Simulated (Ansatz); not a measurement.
# Mg2BeN2: complex band structure

Aim: relax a made-up compound, Mg2BeN2, and see how good a tunnel barrier it would be. It is built by putting N for P, Be for Ba in the BaMg2P2 structure of space group P-3m1, with the volume rescaled by atomic radii. The parent structure comes from the Materials Project.

Method: r2SCAN DFT, plane waves, PAW files, in the first sound run; inputs show where later runs differ, in Ansatz 0.2.0.

The structure was built from a prototype and need not be the compound's stable phase.

## (1) Starting point

Symmetry: P-3m1, No. 164, trigonal system. Conventional cell: a = 3.635 Å, b = 3.635 Å, c = 6.338 Å, α = 90.00°, β = 90.00°, γ = 120.00°. Be has 6 N at 2.74 Å nearest. Mg has 4 N at 2.17 to 2.19 Å nearest. N has 4 Mg at 2.17 to 2.19 Å nearest. It derives from BaMg2P2. N for P, Be for Ba in the BaMg2P2 structure of space group P-3m1. Farther neighbours and most contacts between anions are not listed.

## (2) Relaxing the new crystal

The substituted atoms don't fit the parent's cell, so cell and atoms relax together. A small smearing keeps the run stable in case the gap closes on the way.

input.yaml reads:

```yaml
crystal:
  lattice:
    - [3.634939787, 0.0, 0.0]
    - [-1.8174698935, 3.1479501968, 0.0]
    - [0.0, 0.0, 6.33762851]
  atoms:
    - { symbol: Be, position: [0.0, 0.0, 0.0] }
    - { symbol: Mg, position: [0.6666666667, 0.3333333333, 0.37813727] }
    - { symbol: Mg, position: [0.3333333333, 0.6666666667, 0.62186273] }
    - { symbol: "N", position: [0.6666666667, 0.3333333333, 0.72124853] }
    - { symbol: "N", position: [0.3333333333, 0.6666666667, 0.27875147] }
kpoints:
  mp_grid: { grid: [8, 8, 4] }
scf:
  occupations: { method: gaussian, width: 0.03 }
hamiltonian:
  xc: r2scan
output:
  forces: true
  stress: true
relax:
  f_tol: 0.02
  max_steps: 60
  cell: {}
```

The run is started by

```
$ ansatz run input.yaml --threads 2 --pin off --max-ram 4096MiB --backend cpu --events-out ev --progress --plain --runs-dir out
```

Numbers of over 12 decimals in the logs are rounded to 6 here.

The log of the run:

```text
Engine: ansatz 0.2.0, x86_64-unknown-linux-gnu
Pseudopotentials: kind: paw
Pseudopotential: Be, paw, valence charge 2, recommended cutoff 500 eV (meta_gga), Be.paw.azcp
Pseudopotential: Mg, paw, valence charge 10, recommended cutoff 500 eV (meta_gga), Mg.paw.azcp
Pseudopotential: N, paw, valence charge 5, recommended cutoff 500 eV (meta_gga), N.paw.azcp
Functional definition: r2SCAN
  parameter k0 = 0.174
  parameter k1 = 0.065
  parameter a1 = 4.9479
  exchange = r2scan_x(k0 = k0, k1 = k1, a1 = a1)
  correlation = r2scan_c
Crystal: 5 atoms, lattice volume = 72.519 Å³
Basis set: ecut = 500 eV, 1835 PW (Γ), exchange–correlation on 108×108×192 points (64 copies of the dense FFT grid, shifted against one another)
Bands: 21, of which v1, the nominal top of the filled ones, is band 16 counted from 1 (15 counted from 0)
Symmetry: 12 space group operations
Space group: P-3m1 (ITA 164), of the structure as read, at distance tolerance 4.2e-5 Å
k-points: 35 of 256
Non-local potential: Be, projectors of the file, l = 0: 2, l = 1: 2, l = 2: 1
Non-local potential: Mg, projectors of the file, l = 0: 3, l = 1: 2, l = 2: 1
Non-local potential: N, projectors of the file, l = 0: 2, l = 1: 2, l = 2: 1
PAW form: soft (Blöchl's): semilocal exchange-correlation on the pseudo side does not see the compensation charge
PAW frozen core: Be, regenerated for the run's functional (the file was generated under x = pbe(κ = 0.804, μ = 0.219515), c = pbe(β = 0.066725))
PAW frozen core: Mg, regenerated for the run's functional (the file was generated under x = pbe(κ = 0.804, μ = 0.219515), c = pbe(β = 0.066725))
PAW frozen core: N, regenerated for the run's functional (the file was generated under x = pbe(κ = 0.804, μ = 0.219515), c = pbe(β = 0.066725))
PAW one-centre angular grid: Be, 302 points (default); XC on 255 of its mesh's 2635 points in the sphere
PAW one-centre angular grid: Mg, 302 points (default); XC on 224 Gauss nodes
PAW one-centre angular grid: N, 302 points (default); XC on 160 Gauss nodes
Initial density: superposition of atomic densities (neutral atoms: chi_scale 0, normalization atom), corrected by the library's trained network
Initial wavefunctions: pseudopotential atomic-orbital guess
Functional: x = r2scan, c = r2scan; τ floored in thin density (d = 2e-4 eV/Å³)
SCF iter   1: F=—  HF=-4714.393663 eV  |F-HF|=—  |Δ(HF+E_count)|=         —  Δρ=1.06e-2  dr2=1.44e-1  dr2_τ=9.98e-2  ethr=1.77e-3  ⟨swp⟩=6.1  Hψ=3727  notcnv=0
preconditioner: auto → Resta (q_TF=auto, 2.381 Å⁻¹)  ε∞=4.4  [insulator: Δε(μ)=0.404 eV  Ē_g=9.455 eV  σ=0.030 eV  W_gap=1.00  n_scr=22 (ndim 8)  ℏωp=17.4 eV  f_vac=0.000  D(μ)=0.00/eV (n_scr^D=0)  ε∞_Penn≈4.4]
SCF iter   2: F=—  HF=-4714.472866 eV  |F-HF|=—  |Δ(HF+E_count)|=   7.92e-2  Δρ=5.71e-3  dr2=1.59e-2  dr2_τ=2.07e-3  ethr=4.50e-4  ⟨swp⟩=2.2  Hψ=1454  notcnv=0  defer=35
SCF iter   3: F=—  HF=-4714.474662 eV  |F-HF|=—  |Δ(HF+E_count)|=   1.80e-3  Δρ=2.23e-3  dr2=5.22e-3  dr2_τ=3.18e-4  ethr=4.96e-5  ⟨swp⟩=3.0  Hψ=1158  notcnv=0
automatic band count: iteration 3 solves 20 bands in place of 21: the levels show a gap, and the empty bands left out lie too high to hold charge; the band table lists the bands solved (type scf.n_extra_bands for more)
SCF iter   4: F=—  HF=-4714.474872 eV  |F-HF|=—  |Δ(HF+E_count)|=   2.11e-4  Δρ=7.90e-4  dr2=4.22e-4  dr2_τ=6.45e-5  ethr=1.63e-5  ⟨swp⟩=2.0  Hψ=1038  notcnv=0
SCF iter   5: F=—  HF=-4714.474890 eV  |F-HF|=—  |Δ(HF+E_count)|=   1.81e-5  Δρ=1.70e-4  dr2=1.72e-5  dr2_τ=7.91e-7  ethr=1.32e-6  ⟨swp⟩=2.0  Hψ=929  notcnv=0
SCF iter   6: F=—  HF=-4714.474909 eV  |F-HF|=—  |Δ(HF+E_count)|=   1.82e-5  Δρ=2.86e-5  dr2=6.10e-7  dr2_τ=2.21e-8  ethr=5.38e-8  ⟨swp⟩=2.0  Hψ=939  notcnv=0
SCF iter   7: F=-4714.474909 eV  HF=-4714.474909 eV  |F-HF|=2.88e-8  |Δ(HF+E_count)|=   4.77e-7  Δρ=9.42e-6  dr2=7.22e-8  dr2_τ=1.82e-9  ethr=3.13e-10  ⟨swp⟩=4.0  Hψ=2450  notcnv=0
SCF 1 converged in 7 iterations: F = -4714.474909 eV  dr2 = 7.22e-8
  greatest PAW one-centre occupation: 1.000 electrons in one spin orbital (limit 2), on the Mg atom at site 2 (counted from 0), in its partial waves of l = 0
relax step   1: F+E_penalty+E_count = -4714.47490906 eV  Δ(F+E_penalty+E_count) = +0.000e0 eV  max|allowed force component| = 2.609e0 eV/Å  Δτ_max = 0.0000 Å  P = -18.006 GPa  Ω = 72.519 Å³  (7 SCF iters, dr2 threshold 1.00e-7 eV, accepted)
Crystal: 5 atoms, lattice volume = 66.693 Å³
Basis set: ecut = 500 eV, 1689 PW (Γ), exchange–correlation on 108×108×192 points (64 copies of the dense FFT grid, shifted against one another)
Initial density: handed on by an earlier stage of this run
Initial wavefunctions: those handed on with the density
iter 1 solved again at ethr=1.90e-4 eV; its pass at ethr=3.10e-3 eV (dr2=6.09e-2 eV) is discarded
SCF iter   1: F=—  HF=-4715.439564 eV  |F-HF|=—  |Δ(HF+E_count)|=         —  Δρ=1.13e-2  dr2=6.15e-2  dr2_τ=1.78e-1  ethr=1.90e-4  ⟨swp⟩=1.1  Hψ=3768  notcnv=0
automatic band count: iteration 1 solves 19 bands in place of 21: the levels show a gap, and the empty bands left out lie too high to hold charge; the band table lists the bands solved (type scf.n_extra_bands for more)
preconditioner: auto → Resta (q_TF=auto, 2.414 Å⁻¹)  ε∞=5.1  [insulator: Δε(μ)=0.868 eV  Ē_g=8.985 eV  σ=0.030 eV  W_gap=1.00  n_scr=22 (ndim 8)  ℏωp=18.2 eV  f_vac=0.000  D(μ)=0.00/eV (n_scr^D=0)  ε∞_Penn≈5.1]
SCF iter   2: F=—  HF=-4715.630027 eV  |F-HF|=—  |Δ(HF+E_count)|=   1.90e-1  Δρ=6.12e-3  dr2=1.54e-2  dr2_τ=1.28e-3  ethr=1.90e-4  ⟨swp⟩=2.5  Hψ=1355  notcnv=0
SCF iter   3: F=—  HF=-4715.635992 eV  |F-HF|=—  |Δ(HF+E_count)|=   5.96e-3  Δρ=1.56e-3  dr2=1.85e-3  dr2_τ=2.62e-4  ethr=4.82e-5  ⟨swp⟩=2.9  Hψ=1305  notcnv=0
SCF iter   4: F=—  HF=-4715.636540 eV  |F-HF|=—  |Δ(HF+E_count)|=   5.48e-4  Δρ=5.54e-4  dr2=1.27e-4  dr2_τ=1.22e-5  ethr=5.77e-6  ⟨swp⟩=2.2  Hψ=1071  notcnv=0
SCF iter   5: F=—  HF=-4715.636613 eV  |F-HF|=—  |Δ(HF+E_count)|=   7.34e-5  Δρ=1.59e-4  dr2=2.58e-5  dr2_τ=1.33e-6  ethr=3.95e-7  ⟨swp⟩=2.0  Hψ=877  notcnv=0
SCF iter   6: F=—  HF=-4715.636623 eV  |F-HF|=—  |Δ(HF+E_count)|=   9.79e-6  Δρ=4.92e-5  dr2=1.76e-6  dr2_τ=2.85e-8  ethr=8.06e-8  ⟨swp⟩=2.0  Hψ=875  notcnv=0
SCF iter   7: F=-4715.636624 eV  HF=-4715.636624 eV  |F-HF|=2.80e-9  |Δ(HF+E_count)|=   1.08e-6  Δρ=9.29e-6  dr2=4.11e-8  dr2_τ=1.32e-9  ethr=1.56e-9  ⟨swp⟩=4.0  Hψ=2323  notcnv=0
SCF 2 converged in 7 iterations: F = -4715.636624 eV  dr2 = 4.11e-8
[...]
SCF iter   4: F=—  HF=-4716.794029 eV  |F-HF|=—  |Δ(HF+E_count)|=   1.07e-3  Δρ=6.92e-4  dr2=1.83e-4  dr2_τ=1.47e-5  ethr=9.33e-6  ⟨swp⟩=2.5  Hψ=1210  notcnv=0
SCF iter   5: F=—  HF=-4716.794149 eV  |F-HF|=—  |Δ(HF+E_count)|=   1.20e-4  Δρ=2.11e-4  dr2=3.74e-5  dr2_τ=2.35e-6  ethr=5.70e-7  ⟨swp⟩=2.0  Hψ=888  notcnv=0
SCF iter   6: F=—  HF=-4716.794160 eV  |F-HF|=—  |Δ(HF+E_count)|=   1.07e-5  Δρ=6.35e-5  dr2=2.43e-6  dr2_τ=5.44e-8  ethr=1.17e-7  ⟨swp⟩=2.0  Hψ=907  notcnv=0
SCF iter   7: F=-4716.794161 eV  HF=-4716.794161 eV  |F-HF|=3.22e-9  |Δ(HF+E_count)|=   1.80e-6  Δρ=1.23e-5  dr2=8.96e-8  dr2_τ=4.58e-9  ethr=1.56e-9  ⟨swp⟩=4.3  Hψ=2403  notcnv=0
SCF 3 converged in 7 iterations: F = -4716.794161 eV  dr2 = 8.96e-8
relax step   3: F+E_penalty+E_count = -4716.79416132 eV  Δ(F+E_penalty+E_count) = -1.158e0 eV  max|allowed force component| = 1.031e0 eV/Å  Δτ_max = 0.1122 Å  P = -12.204 GPa  Ω = 59.207 Å³  energy of the carried Pulay correction = +3.087e-3 eV  (7 SCF iters, dr2 threshold 5.00e-7 eV, accepted)
[...]
relax step   4: F+E_penalty+E_count = -4717.49210644 eV  Δ(F+E_penalty+E_count) = -6.979e-1 eV  max|allowed force component| = 6.730e-1 eV/Å  Δτ_max = 0.1271 Å  P = -6.355 GPa  Ω = 53.549 Å³  energy of the carried Pulay correction = +4.598e-3 eV  (7 SCF iters, dr2 threshold 5.00e-7 eV, accepted)
[...]
relax step   5: F+E_penalty+E_count = -4717.71248341 eV  Δ(F+E_penalty+E_count) = -2.204e-1 eV  max|allowed force component| = 2.261e-1 eV/Å  Δτ_max = 0.1428 Å  P = +1.350 GPa  Ω = 49.128 Å³  energy of the carried Pulay correction = +5.876e-3 eV  (7 SCF iters, dr2 threshold 5.00e-7 eV, accepted)
[...]
relax step   6: F+E_penalty+E_count = -4717.71912625 eV  Δ(F+E_penalty+E_count) = -6.643e-3 eV  max|allowed force component| = 9.483e-2 eV/Å  Δτ_max = 0.0182 Å  P = +1.464 GPa  Ω = 49.058 Å³  energy of the carried Pulay correction = +5.897e-3 eV  (5 SCF iters, dr2 threshold 5.00e-7 eV, accepted)
[...]
relax step   7: F+E_penalty+E_count = -4717.72160428 eV  Δ(F+E_penalty+E_count) = -2.478e-3 eV  max|allowed force component| = 3.623e-2 eV/Å  Δτ_max = 0.0097 Å  P = -0.821 GPa  Ω = 49.859 Å³  energy of the carried Pulay correction = +5.658e-3 eV  (5 SCF iters, dr2 threshold 5.00e-7 eV, accepted)
[...]
relax step   8: F+E_penalty+E_count = -4717.72250510 eV  Δ(F+E_penalty+E_count) = -9.008e-4 eV  max|allowed force component| = 1.847e-2 eV/Å  Δτ_max = 0.0033 Å  P = +0.043 GPa  Ω = 49.616 Å³  energy of the carried Pulay correction = +5.730e-3 eV  (4 SCF iters, dr2 threshold 5.00e-7 eV, accepted)
[...]
relax step   9: F+E_penalty+E_count = -4717.72253485 eV  Δ(F+E_penalty+E_count) = -2.975e-5 eV  max|allowed force component| = 1.093e-3 eV/Å  Δτ_max = 0.0025 Å  P = -0.004 GPa  Ω = 49.631 Å³  energy of the carried Pulay correction = +5.726e-3 eV  (5 SCF iters, dr2 threshold 8.92e-9 eV, accepted)
Basis set: ecut = 500 eV, 1267 PW (Γ), exchange–correlation on 100×100×160 points (64 copies of the dense FFT grid, shifted against one another)
Initial wavefunctions: pseudopotential atomic-orbital guess (no wavefunctions were taken with the density)
iter 1 solved again at ethr=3.22e-7 eV; its pass at ethr=3.10e-3 eV (dr2=1.03e-4 eV) is discarded
SCF iter   1: F=—  HF=-4717.715627 eV  |F-HF|=—  |Δ(HF+E_count)|=         —  Δρ=5.87e-4  dr2=1.44e-5  dr2_τ=1.20e-4  ethr=3.22e-7  ⟨swp⟩=2.6  Hψ=5351  notcnv=0
preconditioner: auto → Resta (q_TF=auto, 2.536 Å⁻¹)  ε∞=4.0  [insulator: Δε(μ)=1.902 eV  Ē_g=12.264 eV  σ=0.030 eV  W_gap=1.00  n_scr=22 (ndim 8)  ℏωp=21.1 eV  f_vac=0.000  D(μ)=0.00/eV (n_scr^D=0)  ε∞_Penn≈4.0]
SCF iter   2: F=—  HF=-4717.715728 eV  |F-HF|=—  |Δ(HF+E_count)|=   1.01e-4  Δρ=3.05e-4  dr2=4.28e-6  dr2_τ=6.48e-6  ethr=4.50e-8  ⟨swp⟩=2.0  Hψ=1295  notcnv=0
SCF iter   3: F=—  HF=-4717.715751 eV  |F-HF|=—  |Δ(HF+E_count)|=   2.33e-5  Δρ=3.37e-5  dr2=2.26e-7  dr2_τ=9.07e-8  ethr=1.34e-8  ⟨swp⟩=2.0  Hψ=1015  notcnv=0
SCF iter   4: F=—  HF=-4717.715751 eV  |F-HF|=—  |Δ(HF+E_count)|=   2.82e-7  Δρ=7.78e-6  dr2=9.77e-9  dr2_τ=5.21e-9  ethr=7.07e-10  ⟨swp⟩=2.0  Hψ=1015  notcnv=0
SCF iter   5: F=—  HF=-4717.715752 eV  |F-HF|=—  |Δ(HF+E_count)|=   2.32e-8  Δρ=1.73e-6  dr2=1.43e-9  dr2_τ=7.06e-11  ethr=3.05e-11  ⟨swp⟩=2.0  Hψ=1015  notcnv=0
SCF iter   6: F=-4717.715752 eV  HF=-4717.715752 eV  |F-HF|=4.55e-12  |Δ(HF+E_count)|=  3.50e-10  Δρ=2.71e-7  dr2=2.51e-11  dr2_τ=1.66e-12  ethr=1.00e-12  ⟨swp⟩=3.0  Hψ=3178  notcnv=0
SCF 10 converged in 6 iterations: F = -4717.715752 eV  dr2 = 2.51e-11
relax step  10: F+E_penalty+E_count = -4717.71575151 eV  Δ(F+E_penalty+E_count) = +6.783e-3 eV  max|allowed force component| = 1.598e-3 eV/Å  Δτ_max = 0.0000 Å  P = +0.008 GPa  Ω = 49.631 Å³  stress off target by 4.05e-2 GPa  SCF on the basis re-selected at this cell (its energy is not comparable with the rows above)  (6 SCF iters)
basis re-selected at this cell: Δ(F+E_penalty+E_count) = +6.783e-3 eV, ΔP = +0.012 GPa vs the last step (what re-selecting the basis moved, of the pressure what is left beyond the Pulay correction that the steps carried, after the strain that the cell walked since its last selection, with what the two solves' SCF thresholds leave and, on support functions, any second-order correction that the steps lacked; it is no measure of the basis error at this ecutwfc). The dense FFT grid was sized anew with the basis: this SCF ran on 25×25×40 points, the steps before it on 27×27×48, so part of this shift can come from that change (see relax.cell in the input reference). [rest of the remark cut]
SCF converged after 6 iterations
Free energy (F): -4717.715752 eV
Harris-Foulkes:  -4717.715752 eV  (|F-HF|=4.55e-12)
Internal energy: -4717.715752 eV  (E = F + TS)
E sigma→0 (E₀):  -4717.715752 eV
Fermi energy:    9.496110 eV
--- Per-component energies (eV) ---
  E_band       = -629.849795
  E_kinetic    = 434.304481
  E_local      = -3376.492502  (includes V_loc(G=0)·N_el)
  E_nonlocal   = 283.809727
  E_hartree    = 1203.303437
  E_xc         = -195.270221
  E_vxc        = -274.736398  (∫ρ·V_xc dr)
  E_paw        = -907.077478  (= ΣΔE_a)
  E_vpaw       = -119.742185  (= ΣTr[D̂ρ^β])
  E_aug_tail   = 0.000027  (compensation charges beyond the density's cutoff)
  E_vtau       = 16.400090  (kinetic-family band-sum trace: ∫τ·v_τ [+ j·A + Jᵃ·Aᵃ] dr)
  E_ewald      = -2160.169652
  E_core_change = -0.123573  (= ΣΔE_core)
  E_smearing   = -0.000000  (= −TS)
  E_closure    = -0.000000  (closes the sum)
  Σ components = -4717.715752   (vs F -4717.715752, Δ=0.00e0)
--- Forces (eV/Å), atoms counted from 1 ---
  atom   1  Be    -0.00000000     0.00000000     0.00000000
  atom   2  Mg    -0.00000000    -0.00000000     0.00159784
  atom   3  Mg     0.00000000     0.00000000    -0.00159784
  atom   4  N     -0.00000000     0.00000000     0.00107459
  atom   5  N     -0.00000000    -0.00000000    -0.00107459
  max |Σ_I F_I| component: 7.40e-17 eV/Å
--- Stress (GPa, compression-positive) ---
        0.032552       0.000000      -0.000000
        0.000000       0.032552      -0.000000
       -0.000000      -0.000000      -0.040521
  P = ⅓ Tr σ = 0.0082 GPa (0.082 kbar)
--- Relaxed structure (9 steps of the walk, 9 accepted, 1 SCFs on fresh bases) ---
  F+E_penalty+E_count = -4717.71575151 eV   max|allowed force component| = 1.598e-3 eV/Å   (the final SCF, on the basis selected at the relaxed cell)
  cell:  # Å, volume = 49.6312 Å³
    - [3.357053, 0, -3.686740589628131e-17]
    - [-1.678527, 2.907294, 1.8433702948140642e-17]
    - [-6.427944791066122e-17, 0, 5.085198]
  atoms:
    - { symbol: Be, position: [0, 0, 2.4634626752193874e-19] }
    - { symbol: Mg, position: [0.666667, 0.333333, 0.313360] }
    - { symbol: Mg, position: [0.333333, 0.666667, 0.686640] }
    - { symbol: N, position: [0.666667, 0.333333, 0.779952] }
    - { symbol: N, position: [0.333333, 0.666667, 0.220048] }
```

Elapsed: 11 s, on 2 threads of AMD EPYC 9R45, shared host; peak memory 0.59 GiB.

The steps of the relaxation:

```tsv
step	energy less that of the first step (eV)	largest force component (eV/Å)	pressure (GPa)	volume (Å³)
1	0.0000	2.6090	-18.01	72.52
2	-1.1617	1.8418	-16.85	66.69
3	-2.3193	1.0308	-12.20	59.21
4	-3.0172	0.6730	-6.35	53.55
5	-3.2376	0.2261	1.35	49.13
6	-3.2442	0.0948	1.46	49.06
7	-3.2467	0.0362	-0.82	49.86
8	-3.2476	0.0185	0.04	49.62
9	-3.2476	0.0011	0.00	49.63
10*	-3.2408	0.0016	0.01	49.63
```

Relaxation steps marked * repeat the geometry before them on a plane-wave basis chosen anew for their cell, so energy and pressure can jump there.

The run keeps the 12 symmetry operations that it works with, so distortions that break them were not tested.

```tsv
cell as run	before	after	change
a (Å)	3.635	3.357	-7.6 %
b (Å)	3.635	3.357	-7.6 %
c (Å)	6.338	5.085	-19.8 %
volume (Å³/atom)	14.50	9.93	-31.6 %
```

The atoms that moved most (Å, as changes of fractional coordinates times the final cell):

```tsv
atom	dx	dy	dz	length
Mg2	0.000	0.000	-0.329	0.329
Mg3	0.000	0.000	0.329	0.329
N4	0.000	0.000	0.299	0.299
N5	0.000	0.000	-0.299	0.299
```

Final coordinates:

```xyz
5
Lattice="3.3571 0.0000 0.0000 -1.6785 2.9073 0.0000 0.0000 0.0000 5.0852" Properties=species:S:1:pos:R:3 pbc="T T T"
Be    0.0000    0.0000    0.0000
Mg    1.6785    0.9691    1.5935
Mg    0.0000    1.9382    3.4917
N     1.6785    0.9691    3.9662
N     0.0000    1.9382    1.1190
```

This step gave:

| Quantity | Value |
| --- | --- |
| free energy | -4717.7158 eV |
| Fermi energy | 9.496 eV |
| pressure | 0.008195 GPa |

The largest force component on a free atom ends at 0.0016 eV/Å.

(Continued in part 2 of 4.)

[Logs are printed without paths, hosts, clocks, repeated set-up lines and the standing remarks that a program may print on its own settings, such as how far it seeks lower states.]

[Hosts, paths, dates, database ids (printed as entryN), source tags and the programs' standing remarks are cut or masked in the printed files.]
